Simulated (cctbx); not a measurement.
# Diagnosing a refinement

Cell a = 14.4030 Å, b = 4.2240 Å, c = 7.3050 Å, α = 90.00°, β = 120.45°, γ = 90.00°; space group C2/m (no. 12). The compound is Al3Te4Rh.

Simulated single-crystal data (cctbx): Mo Kα, λ = 0.71073 Å, to d = 0.7 Å, 70 % of the full sphere, strongest reflection 70000 counts, noise from counting, a 4 % proportional error and a noise floor of 2 counts (s.d.); no absorption, and some extinction, which the refinements don't model.

An anisotropic refinement with weights 1/σ² prints:

```text
Rint 0.028, 642 unique reflections to 0.70 A
cycle     R1     wR2    GooF  max shift (A)
   1  0.1577  0.3548   9.781   0.01487
   2  0.1370  0.2957   8.151   0.00040
final R1 0.1366 wR2 0.2957 GooF 8.150  parameters 22  data/parameter 29.2
atom        x        y        z      Ueq    occ   su(xyz)  su(Uiso or U11)
Te1    0.37138  0.50000  0.53395   0.0014  1.000  0.00018  0.0009
Te2    0.37138  0.00000  0.04201   0.0014  1.000  0.00019  0.0009  NPD
Rh1    0.00000  0.00000  0.00000   0.0073  1.000  0.00000  0.0010
Al1    0.24424  0.00000  0.24465  -0.0005  1.000  0.00067  0.0038  NPD
difference map: max 59.03 min -4.15 rms 2.62
Q1    0.0000  0.5000  0.5000    2   61.34  2.89 A from Te2
Q2    0.0000  0.0000  0.0000    2   42.52  0.00 A from Rh1
Q3    0.1290  0.0000  0.4598    4   39.01  0.05 A from Te1
Q4    0.1275  0.5000  0.9609    4   38.77  0.03 A from Te2
Q5    0.2499  0.0000  0.2300    4    4.32  0.16 A from Al1
Q6    0.0721  0.3860  0.5746    8    2.53  2.15 A from Te1
```

**Question.** Can this result stand? If not, what is the likely fault?

Mend it. The fault: an atom left out, Al at (0, 1/2, 1/2). Against the right model at the same level, R1 goes from 0.0134 to 0.1366 and GooF from 0.96 to 8.15, U of Te2 shrinks from 0.0058 to 0.0014 Å², U of Te1 shrinks from 0.0058 to 0.0014 Å², the top difference peak, 61.3 e/Å³, lies 2.89 Å from Te2 and Te2 and Al1 go non-positive-definite. Q1 is the missing atom. With scattering power missing, scale and phases suffer, so peaks may also grow on the heavy atoms.

The compound is Al3Te4Rh. The right model at the same level gives:

```text
Rint 0.028, 642 unique reflections to 0.70 A
cycle     R1     wR2    GooF  max shift (A)
   1  0.0212  0.0742   2.053   0.00180
   2  0.0134  0.0347   0.959   0.00000
final R1 0.0134 wR2 0.0347 GooF 0.959  parameters 26  data/parameter 24.7
atom        x        y        z      Ueq    occ   su(xyz)  su(Uiso or U11)
Te1    0.37140  0.50000  0.53468   0.0058  1.000  0.00002  0.0001
Te2    0.37140  0.00000  0.04159   0.0058  1.000  0.00002  0.0001
Rh1    0.00000  0.00000  0.00000   0.0085  1.000  0.00000  0.0001
Al1    0.24535  0.00000  0.24546   0.0079  1.000  0.00009  0.0004
Al2    0.00000  0.50000  0.50000   0.0103  1.000  0.00000  0.0005
difference map: max 1.17 min -1.03 rms 0.20
Q1    0.2479  0.5000  0.2454    4    1.19  1.92 A from Te2
Q2    0.1307  0.5000  0.8068    4    0.76  1.12 A from Te2
Q3    0.1404  0.0000  0.3502    4    0.67  0.94 A from Te1
Q4    0.0544  0.0000  0.6012    4    0.65  1.79 A from Te1
Q5    0.0000  0.1237  0.5000    4    0.65  1.59 A from Al2
Q6    0.1847  0.0000  0.0753    4    0.63  1.10 A from Al1
```

Isotropic U is held between 0.0001 and 1 Å² by the program, and listed peak heights are interpolated, so they can pass the grid's maximum.

This is a model crystal, built by substitution and not relaxed, with assumed displacement parameters.

[Middle refinement cycles are left out of these outputs.]

[Logs are printed without paths, hosts, clocks, repeated set-up lines and the standing remarks that a program may print on its own settings, such as how far it seeks lower states.]
